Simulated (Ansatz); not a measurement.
## Work function of Nb(111): what the settings cost and change

How far do cutoff, k-mesh and smearing move the work function of Nb(111)?

Main program and level: Ansatz 0.2.0; plane-wave DFT, PBE, Ansatz PAW.

The experiments to compare with:

For Nb (clean (111) face, a compiled value), “Anisotropic work function of elemental crystals” (2019, arxiv:1902.07811) quotes earlier work: work function (clean (111) face, a compiled value) 4.08 eV.

**1. Set-up**

The cell holds 11 atoms: 11 Nb. Cell: a = 4.667 Å, b = 4.667 Å, c = 27.526 Å, α = 90.0°, β = 90.0°, γ = 60.0°. Vacuum lies along c.

As a file:

```cif
data_structure
_symmetry_space_group_name_H-M 'P 1'
_symmetry_Int_Tables_number 1
_cell_length_a 4.6669
_cell_length_b 4.6669
_cell_length_c 27.5263
_cell_angle_alpha 90.000
_cell_angle_beta 90.000
_cell_angle_gamma 60.000
_cell_volume 519.20
loop_
_atom_site_label
_atom_site_type_symbol
_atom_site_fract_x
_atom_site_fract_y
_atom_site_fract_z
_atom_site_occupancy
Nb1 Nb 0.66667 0.66667 0.32696 1
Nb2 Nb 0.00000 0.00000 0.36157 1
Nb3 Nb 0.33333 0.33333 0.39618 1
Nb4 Nb 0.66667 0.66667 0.43078 1
Nb5 Nb 0.00000 0.00000 0.46539 1
Nb6 Nb 0.33333 0.33333 0.50000 1
Nb7 Nb 0.66667 0.66667 0.53461 1
Nb8 Nb 0.00000 0.00000 0.56922 1
Nb9 Nb 0.33333 0.33333 0.60382 1
Nb10 Nb 0.66667 0.66667 0.63843 1
Nb11 Nb 0.00000 0.00000 0.67304 1
```

**2. Run, setting cutoff 200 eV**

A work function rests on the faint tail of the density, so the SCF threshold is tight. The cutoff is raised first; then mesh and smearing are varied at the default cutoff.

The input, input.yaml:

```yaml
crystal:
  lattice:
    - [4.6669047558, 0.0, 0.0]
    - [2.3334523779, 4.0416580756, 0.0]
    - [0.0, 0.0, 27.5262794416]
  atoms:
    - { symbol: Nb, position: [0.6666666667, 0.6666666667, 0.3269602788] }
    - { symbol: Nb, position: [0.0, 0.0, 0.361568223] }
    - { symbol: Nb, position: [0.3333333333, 0.3333333333, 0.3961761673] }
    - { symbol: Nb, position: [0.6666666667, 0.6666666667, 0.4307841115] }
    - { symbol: Nb, position: [0.0, 0.0, 0.4653920558] }
    - { symbol: Nb, position: [0.3333333333, 0.3333333333, 0.5] }
    - { symbol: Nb, position: [0.6666666667, 0.6666666667, 0.5346079442] }
    - { symbol: Nb, position: [0.0, 0.0, 0.5692158885] }
    - { symbol: Nb, position: [0.3333333333, 0.3333333333, 0.6038238327] }
    - { symbol: Nb, position: [0.6666666667, 0.6666666667, 0.638431777] }
    - { symbol: Nb, position: [0.0, 0.0, 0.6730397212] }
kpoints:
  mp_grid: { grid: [10, 10, 1] }
hamiltonian:
  xc: pbe
scf:
  occupations: { method: fermi_dirac, width: 0.1 }
  convergence: { dr2_threshold: 1.0e-09 }
efield:
  axis: 3
  dipole_correction: true
  ramp_position: 0.97
  ramp_width: 0.06
basis:
  ecutwfc: "200 eV"
output:
  write_potential: true
  write_density: true
  volumetric_format: npy
  elf: true
```

Command:

```sh
ansatz run input.yaml --threads 2 --pin off --max-ram 3072MiB --backend cpu --events-out ev --progress --plain --runs-dir out
```

Numbers of over 12 decimals in the logs are rounded to 6 here.

Output:

```text
Warning: basis.ecutwfc = 200 eV is below the records' recommended 420 eV, and the density's cutoff is lower with it unless basis.ecutrho_ratio is high enough to keep the records' density cutoff: compare with a run at a higher cutoff
Warning: basis.ecutrho_ratio 4 (ecutrho = 800 eV, dense FFT grid 24×24×128): the grid does not resolve the core-correction charge of Nb (measure 0.08 e/Å^2.5); warned from 0.08. The energy and each atom's force then go with where the atoms sit on the grid: [figures from the program's tests cut] If this deck is also warned that a cutoff or its ratio is below what is recommended, mend that before anything below. First try basis.xc_grid, which is 1 on this run (the dense grid itself), where it is not refused (2, then 3). Above 1 the core-correction charge is laid on the exchange–correlation grid, and this warning is never given, whether or not the level is enough: [rest of the remark cut]
Engine: ansatz 0.2.0, aarch64-unknown-linux-gnu
Pseudopotentials: kind: paw
Pseudopotential: Nb, paw, valence charge 13, recommended cutoff 420 eV (normal), Nb.paw.azcp
Functional definition: PBE
  parameter kappa = 0.804
  parameter beta = 0.066725
  exchange = pbe_x(kappa = kappa, mu = beta*pi^2/3)
  correlation = pbe_c(beta = beta)
Crystal: 11 atoms, lattice volume = 519.202 Å³
Basis set: ecut = 200 eV, 3423 PW (Γ)
Bands: 86, of which v1, the nominal top of the filled ones, is band 72 counted from 1 (71 counted from 0)
Symmetry: 6 space group operations
k-points: 14 of 100 (time reversal used)
Non-local potential: Nb, projectors of the file, l = 0: 3, l = 1: 2, l = 2: 2, l = 3: 1
PAW form: soft (Blöchl's): semilocal exchange-correlation on the pseudo side does not see the compensation charge
PAW one-centre angular grid: Nb, 590 points (default); XC on 64 Gauss nodes
Initial density: superposition of atomic densities (neutral atoms: chi_scale 0, normalization atom), corrected by the library's trained network
Initial wavefunctions: pseudopotential atomic-orbital guess
Functional: x = pbe(κ = 0.804, μ = 0.219515), c = pbe(β = 0.066725)
SCF iter   1: F=—  HF=-50044.628990 eV  |F-HF|=—  |Δ(HF+E_count)|=         —  Δρ=3.36e-2  dr2=6.79e0  ethr=1.77e-3  p=0.000 e·Å  D=6.86e-14 V/Å  ΔV_dip=-0.00 eV  dr2_dipole=3.38e-10  V_vac-E_F(+/−)=3.56/3.56 eV  ⟨swp⟩=9.7  Hψ=5552  notcnv=0
efield: sawtooth ramp at fractional position 0.9700 (set: `efield.ramp_position`, or a place that a band, a saddle search or an elastic batch's reference lends), width 0.0600; the density the first Hamiltonian is built on has a dipole p = 0.000 e·Å; the dipole correction subtracts the counter field D = 6.86e-14 V/Å, which shifts the + side's vacuum level by -0.00 eV against the − side's; the planar-averaged density in the ramp window peaks in size at 1.7e-5 e/Å³
preconditioner: auto → LDOS  [metal: Δε(μ)=0.023 eV  Ē_g=3.131 eV  σ=0.100 eV  W_gap=0.06  n_scr=96 (ndim 8)  ℏωp=12.1 eV  f_vac=0.535  D(μ)=13.98/eV (n_scr^D=96)  β→1.0]
SCF iter   2: F=—  HF=-50043.734702 eV  |F-HF|=—  |Δ(HF+E_count)|=   8.94e-1  Δρ=1.14e-2  dr2=9.60e-1  ethr=1.77e-3  p=-0.000 e·Å  D=-4.45e-6 V/Å  ΔV_dip=0.00 eV  dr2_dipole=5.04e-9  V_vac-E_F(+/−)=3.53/3.53 eV  ⟨swp⟩=2.4  Hψ=2596  notcnv=0
SCF iter   3: F=—  HF=-50043.515320 eV  |F-HF|=—  |Δ(HF+E_count)|=   2.19e-1  Δρ=1.15e-3  dr2=1.17e-2  ethr=6.72e-4  p=-0.000 e·Å  D=-3.22e-7 V/Å  ΔV_dip=0.00 eV  dr2_dipole=1.14e-8  V_vac-E_F(+/−)=3.53/3.53 eV  ⟨swp⟩=3.0  Hψ=2464  notcnv=0
SCF iter   4: F=—  HF=-50043.515397 eV  |F-HF|=—  |Δ(HF+E_count)|=   7.72e-5  Δρ=3.80e-4  dr2=1.60e-3  ethr=8.19e-6  p=-0.000 e·Å  D=-1.86e-6 V/Å  ΔV_dip=0.00 eV  dr2_dipole=4.04e-8  V_vac-E_F(+/−)=3.52/3.52 eV  ⟨swp⟩=3.6  Hψ=2593  notcnv=0
SCF iter   5: F=—  HF=-50043.515257 eV  |F-HF|=—  |Δ(HF+E_count)|=   1.40e-4  Δρ=7.97e-5  dr2=4.37e-5  ethr=1.12e-6  p=-0.000 e·Å  D=-1.36e-6 V/Å  ΔV_dip=0.00 eV  dr2_dipole=9.00e-11  V_vac-E_F(+/−)=3.52/3.52 eV  ⟨swp⟩=2.9  Hψ=2232  notcnv=0
SCF iter   6: F=—  HF=-50043.515278 eV  |F-HF|=—  |Δ(HF+E_count)|=   2.16e-5  Δρ=3.47e-5  dr2=1.08e-5  ethr=3.06e-8  p=-0.000 e·Å  D=-3.11e-7 V/Å  ΔV_dip=0.00 eV  dr2_dipole=1.58e-10  V_vac-E_F(+/−)=3.53/3.53 eV  ⟨swp⟩=3.1  Hψ=2621  notcnv=0
SCF iter   7: F=—  HF=-50043.515182 eV  |F-HF|=—  |Δ(HF+E_count)|=   9.66e-5  Δρ=8.00e-6  dr2=5.48e-7  ethr=7.58e-9  p=-0.000 e·Å  D=-2.23e-7 V/Å  ΔV_dip=0.00 eV  dr2_dipole=6.85e-12  V_vac-E_F(+/−)=3.53/3.53 eV  ⟨swp⟩=2.0  Hψ=1881  notcnv=0
SCF iter   8: F=—  HF=-50043.515183 eV  |F-HF|=—  |Δ(HF+E_count)|=   8.14e-7  Δρ=2.31e-6  dr2=5.44e-8  ethr=3.83e-10  p=-0.000 e·Å  D=-7.25e-8 V/Å  ΔV_dip=0.00 eV  dr2_dipole=1.44e-11  V_vac-E_F(+/−)=3.53/3.53 eV  ⟨swp⟩=3.1  Hψ=2442  notcnv=0
SCF iter   9: F=—  HF=-50043.515183 eV  |F-HF|=—  |Δ(HF+E_count)|=   1.62e-7  Δρ=9.99e-7  dr2=1.01e-8  ethr=3.80e-11  p=-0.000 e·Å  D=-2.18e-8 V/Å  ΔV_dip=0.00 eV  dr2_dipole=4.79e-13  V_vac-E_F(+/−)=3.53/3.53 eV  ⟨swp⟩=3.5  Hψ=2355  notcnv=0
SCF iter  10: F=—  HF=-50043.515183 eV  |F-HF|=—  |Δ(HF+E_count)|=   2.21e-9  Δρ=3.10e-7  dr2=1.39e-9  ethr=7.09e-12  p=-0.000 e·Å  D=-5.50e-9 V/Å  ΔV_dip=0.00 eV  dr2_dipole=2.90e-13  V_vac-E_F(+/−)=3.53/3.53 eV  ⟨swp⟩=2.9  Hψ=2764  notcnv=0
SCF iter  11: F=-50043.515183 eV  HF=-50043.515183 eV  |F-HF|=7.57e-10  |Δ(HF+E_count)|=   1.01e-9  Δρ=1.05e-7  dr2=8.17e-11  ethr=1.00e-12  p=-0.000 e·Å  D=-6.55e-11 V/Å  ΔV_dip=0.00 eV  dr2_dipole=1.95e-14  V_vac-E_F(+/−)=3.53/3.53 eV  ⟨swp⟩=6.6  Hψ=3031  notcnv=0
WARN: efield: at this solve's end the planar-averaged density reaches 1.70e-5 e/Å³ inside the ramp window [0.9337, 0.0663] (bound 1e-5 e/Å³), and 1.31e-5 e/Å³ on another of its planes; the window's nearer edge stands 7.17 Å from this solve's nearest atom along the axis. Its work functions, free energy, forces, stress, dipole, levels and responses can be off, and this figure does not tell by how much. A short vacuum, a low `basis.ecutwfc` or `basis.ecutrho_ratio` and negative occupations (`scf.occupations.method`) can put density there. See the manual's quickstart, § The vacuum guard
SCF 1 converged in 11 iterations: F = -50043.515183 eV  dr2 = 8.17e-11
  greatest PAW one-centre occupation: 1.041 electrons in one spin orbital (limit 2), on the Nb atom at site 2 (counted from 0), in its partial waves of l = 1
WARN: The output density's exchange-correlation potential varies sharply where the density is thin. Do not read a vacuum level from v_tot or v_xc, or from such a field of the output density. On a cell that repeats whose density bears no net charge and no dipole along the vacuum's axis use v_es (v_loc + v_h of the components); under efield.dipole_correction with no amplitude use v_es + v_field, which holds any externa [...]
SCF converged after 11 iterations
Free energy (F): -50043.515183 eV
Harris-Foulkes:  -50043.515183 eV  (|F-HF|=7.57e-10)
Internal energy: -50043.007874 eV  (E = F + TS)
E sigma→0 (E₀):  -50043.261528 eV
Entropy (-TS):   -0.507309 eV (-46.119 meV/atom)
Fermi energy:    4.773694 eV
Dipole field:    D = -0.000000 V/Å  (p = -0.000000 e·Å, saw-weighted, corrected)
Work function:   Φ+ = 3.5284 eV   Φ− = 3.5292 eV
Levels:          The Fermi level and band energies are counted from a zero that moves with the ramp; work functions are not
Vacuum region:   at the solve's end the planar-averaged density reaches 1.70e-5 e/Å³ inside the ramp window [0.9337, 0.0663] (bound 1e-5 e/Å³), and 1.31e-5 e/Å³ on another of its planes
--- Per-component energies (eV) ---
  E_band       = -2662.324091
  E_kinetic    = 4302.517683
  E_local      = -179687.645245  (includes V_loc(G=0)·N_el)
  E_nonlocal   = 1284.330904
  E_hartree    = 87457.826589
  E_xc         = -1913.251853
  E_vxc        = -2320.591343  (∫ρ·V_xc dr)
  E_paw        = -33781.867984  (= ΣΔE_a)
  E_vpaw       = -1156.588529  (= ΣTr[D̂ρ^β])
  E_aug_tail   = 0.000190  (compensation charges beyond the density's cutoff)
  E_efield     = 0.000000  (sawtooth field / dipole correction)
  E_vefield    = 0.000000  (∫n·V_field dr)
  E_ewald      = 72295.081842
  E_smearing   = -0.507309  (= −TS)
  E_closure    = 0.000000  (closes the sum)
  Σ components = -50043.515183   (vs F -50043.515183, Δ=0.00e0)
--- Band table (eV; the first three rows and the last of 14) ---
  k-point 0: bands = [... 68 lower, 4.1451, 4.3986, 4.3986, 4.4478, 4.4478, 4.7071, 4.7071, 4.9124, ... 10 higher]
  k-point 1: bands = [... 68 lower, 4.2756, 4.4322, 4.4544, 4.6000, 4.6610, 4.8032, 4.8560, 5.0046, ... 10 higher]
  k-point 2: bands = [... 68 lower, 4.5274, 4.5626, 4.7055, 4.8431, 4.9412, 5.0511, 5.0554, 5.2513, ... 10 higher]
  k-point 13: bands = [... 68 lower, 4.4163, 4.5247, 4.5316, 4.7531, 4.7990, 4.8978, 4.9408, 5.3201, ... 10 higher]
```

Wall time 42 s (2 threads of Arm Neoverse N1, shared host); peak memory 0.54 GiB; 73 s of CPU time.

Numbers from this step:

```
energy at zero smearing   : -50043.2615 eV
work function, upper face : 3.528 eV
```

Running mean over 0.9526 Å of the planar mean; the ramp of the sawtooth is left out. The electron's electrostatic potential energy less the Fermi level by z:

```
z (Å)  electron's electrostatic potential energy less the Fermi level (eV)
    4                                                                 3.51
    5                                                                 3.49
    6                                                                 3.44
    7                                                                 3.13
    8                                                                0.425
    9                                                                -8.65
   10                                                                -11.0
   11                                                                -11.1
   12                                                                -11.1
   13                                                                -11.1
   14                                                                -11.1
   15                                                                -11.1
   16                                                                -11.1
   17                                                                -11.0
   18                                                                -10.7
   19                                                                -4.32
   20                                                                 2.44
   21                                                                 3.35
   22                                                                 3.47
   23                                                                 3.50
   24                                                                 3.51
```

ELF in the ca plane at fractional y = 0.000, with atoms of Nb within 0.2 Å of it. It is the smooth field of the valence electrons, not physical close to the nuclei.

Ten even steps from '0' (0.00) to '9' (0.74), each cell a mean:
```
23223897983439879633498795335978961000000000
23332489843424897334259963443699621000000000
23433333335542332355423323564333210000000000
12234555455555444555554445555543321000000000
01123455544444555444445544444444332100000000
00122345433344444333344443443334442000000000
00122345544444554444444444443344442100000000
11234455554455555555555545555554322100000000
13334433345554333455543334565432210000000000
23432256524532564245235632553466411000000000
23322699963437999533389984444899941000000000
22223983883349749733596496336955972100000000
```
Columns run along c (16.0 Å, from fractional 0.27 to 0.85 of the cell), rows up along a (4.7 Å). Atoms in or near the plane, at fractional coordinates: Nb at (0.36, 0.00), Nb at (0.47, 0.00), Nb at (0.57, 0.00), Nb at (0.67, 0.00).

Electrostatic potential energy in the ca plane at fractional y = 0.000, with atoms of Nb within 0.2 Å of it. With pseudopotentials it is smooth inside the atoms' cores, unlike the true potential.

Ten even steps from '0' (-73 eV) to '9' (8 eV), each cell a mean:
```
99998510158984001689730026996200379999999999
99999753579997435899864468998644689999999999
99999988899999888999988889999888899999999999
99999999999999999999999999999999999999999999
99999999999999999999999999999999999999999999
99999999999999999999999999999999999999999999
99999999999999999999999999999999999999999999
99999999999999999999999999999999999999999999
99999999999999999999999999999999999999999999
99999876789998767899986679999766789999999999
99998621268985213799841147997411479999999999
99998400048973000589720016886100279999999999
```
Columns run along c (16.0 Å, from fractional 0.27 to 0.85 of the cell; values clipped at the 3rd and 97th percentile), rows up along a (4.7 Å). Atoms in or near the plane, at fractional coordinates: Nb at (0.36, 0.00), Nb at (0.47, 0.00), Nb at (0.57, 0.00), Nb at (0.67, 0.00).

Valence density in the ca plane at fractional y = 0.000, with atoms of Nb within 0.2 Å of it. It is the smooth field of the valence electrons, not physical close to the nuclei.

Values in e/Å³, 7 rows by 16 columns, each cell a mean:
```
0.0 0.3 3.4 1.5 0.7 3.6 1.0 1.1 3.6 0.6 1.6 3.3 0.2 0.0 0.0 0.0
0.0 0.1 0.5 0.3 0.3 0.6 0.3 0.3 0.6 0.2 0.4 0.5 0.1 0.0 0.0 0.0
0.0 0.1 0.2 0.2 0.2 0.2 0.2 0.2 0.2 0.2 0.2 0.1 0.0 0.0 0.0 0.0
0.0 0.1 0.2 0.2 0.3 0.2 0.3 0.2 0.2 0.3 0.2 0.1 0.0 0.0 0.0 0.0
0.0 0.1 0.2 0.2 0.2 0.2 0.2 0.2 0.2 0.2 0.2 0.1 0.0 0.0 0.0 0.0
0.0 0.2 1.1 0.5 0.3 1.2 0.4 0.4 1.2 0.3 0.6 1.0 0.1 0.0 0.0 0.0
0.0 0.4 4.0 1.9 0.9 4.3 1.3 1.4 4.3 0.8 2.1 3.9 0.3 0.0 0.0 0.0
```
Columns run along c (16.0 Å, from fractional 0.27 to 0.85 of the cell), rows up along a (4.7 Å). Atoms in or near the plane, at fractional coordinates: Nb at (0.36, 0.00), Nb at (0.47, 0.00), Nb at (0.57, 0.00), Nb at (0.67, 0.00).

The work function is 3.528 eV.

**3. Run**

Changes to input.yaml since step 2:

```diff
@@ -30,3 +30,3 @@
 basis:
-  ecutwfc: "200 eV"
+  ecutwfc: "300 eV"
 output:
@@ -35,2 +35 @@
   volumetric_format: npy
-  elf: true
```

Output:

```text
[...]
Crystal: 11 atoms, lattice volume = 519.202 Å³
Basis set: ecut = 300 eV, 6233 PW (Γ)
Bands: 86, of which v1, the nominal top of the filled ones, is band 72 counted from 1 (71 counted from 0)
Symmetry: 6 space group operations
k-points: 14 of 100 (time reversal used)
[...]
k-point 0: bands = [... 68 lower, 4.1880, 4.3718, 4.3718, 4.4889, 4.4889, 4.9052, 4.9052, 4.9456, ... 10 higher]
  k-point 1: bands = [... 68 lower, 4.2637, 4.4636, 4.4640, 4.5959, 4.6131, 4.8989, 4.9390, 5.0177, ... 10 higher]
  k-point 2: bands = [... 68 lower, 4.5387, 4.5523, 4.7094, 4.8151, 4.9251, 4.9834, 5.0607, 5.1979, ... 10 higher]
  k-point 13: bands = [... 68 lower, 4.4261, 4.5305, 4.5528, 4.7527, 4.7933, 4.8876, 4.9414, 5.2994, ... 10 higher]
[key lines of the parts left out:]
SCF converged after 10 iterations
Free energy (F): -50068.761255 eV
Fermi energy:    4.773218 eV
Dipole field:    D = 0.000000 V/Å  (p = 0.000000 e·Å, saw-weighted, corrected)
Work function:   Φ+ = 3.4132 eV   Φ− = 3.4132 eV
```

Run time: 69 s. Hardware: 2 threads; peak memory 0.79 GiB.

The work function is 3.413 eV, -0.115 eV from the run “cutoff 200 eV”, at 1.6 times its CPU time.

**4. Run**

Changes to input.yaml since step 3:

```diff
@@ -30,3 +30,3 @@
 basis:
-  ecutwfc: "300 eV"
+  ecutwfc: "420 eV"
 output:
```

Output:

```text
[...]
Crystal: 11 atoms, lattice volume = 519.202 Å³
Basis set: ecut = 420 eV, 10177 PW (Γ)
Bands: 86, of which v1, the nominal top of the filled ones, is band 72 counted from 1 (71 counted from 0)
Symmetry: 6 space group operations
k-points: 14 of 100 (time reversal used)
[...]
k-point 0: bands = [... 68 lower, 4.1886, 4.3713, 4.3713, 4.4886, 4.4886, 4.9043, 4.9043, 4.9453, ... 10 higher]
  k-point 1: bands = [... 68 lower, 4.2637, 4.4628, 4.4639, 4.5956, 4.6125, 4.8993, 4.9386, 5.0178, ... 10 higher]
  k-point 2: bands = [... 68 lower, 4.5383, 4.5523, 4.7085, 4.8139, 4.9252, 4.9824, 5.0604, 5.1974, ... 10 higher]
  k-point 13: bands = [... 68 lower, 4.4252, 4.5296, 4.5525, 4.7520, 4.7916, 4.8869, 4.9401, 5.2979, ... 10 higher]
[key lines of the parts left out:]
SCF converged after 10 iterations
Free energy (F): -50069.117750 eV
Fermi energy:    4.772533 eV
Dipole field:    D = 0.000001 V/Å  (p = 0.000002 e·Å, saw-weighted, corrected)
Work function:   Φ+ = 3.4119 eV   Φ− = 3.4119 eV
```

It took 1.9 min on 2 threads; peak memory 1.1 GiB; 3.4 min of CPU time.

The work function is 3.412 eV, -0.117 eV from the run “cutoff 200 eV”, at 2.8 times its CPU time.

**5. Run**

Changes to input.yaml since step 4:

```diff
@@ -30,3 +30,3 @@
 basis:
-  ecutwfc: "420 eV"
+  ecutwfc: "600 eV"
 output:
```

Output:

```text
[...]
Crystal: 11 atoms, lattice volume = 519.202 Å³
Basis set: ecut = 600 eV, 17413 PW (Γ)
Bands: 86, of which v1, the nominal top of the filled ones, is band 72 counted from 1 (71 counted from 0)
Symmetry: 6 space group operations
k-points: 14 of 100 (time reversal used)
[...]
k-point 0: bands = [... 68 lower, 4.1886, 4.3713, 4.3713, 4.4887, 4.4887, 4.9044, 4.9044, 4.9453, ... 10 higher]
  k-point 1: bands = [... 68 lower, 4.2637, 4.4628, 4.4639, 4.5956, 4.6125, 4.8993, 4.9387, 5.0178, ... 10 higher]
  k-point 2: bands = [... 68 lower, 4.5383, 4.5523, 4.7085, 4.8138, 4.9253, 4.9824, 5.0604, 5.1974, ... 10 higher]
  k-point 13: bands = [... 68 lower, 4.4252, 4.5296, 4.5525, 4.7520, 4.7916, 4.8869, 4.9401, 5.2978, ... 10 higher]
[key lines of the parts left out:]
SCF converged after 10 iterations
Free energy (F): -50069.124443 eV
Fermi energy:    4.772541 eV
Dipole field:    D = 0.000000 V/Å  (p = 0.000000 e·Å, saw-weighted, corrected)
Work function:   Φ+ = 3.4118 eV   Φ− = 3.4118 eV
```

It took 3.4 min on 2 threads; peak memory 1.8 GiB.

The work function is 3.412 eV, -0.000 eV from the run “cutoff 420 eV”, at 1.7 times its CPU time.

[end of part 1 of 2]

[Logs are printed without paths, hosts, clocks, repeated set-up lines and the standing remarks that a program may print on its own settings, such as how far it seeks lower states.]

[Hosts, paths, dates, database ids (printed as entryN), source tags and the programs' standing remarks are cut or masked in the printed files.]

[Maps of the electrostatic potential energy from Ansatz leave out the sawtooth potential of an applied field or a dipole correction, so their vacuum need not be flat; planar profiles and work functions include it.]
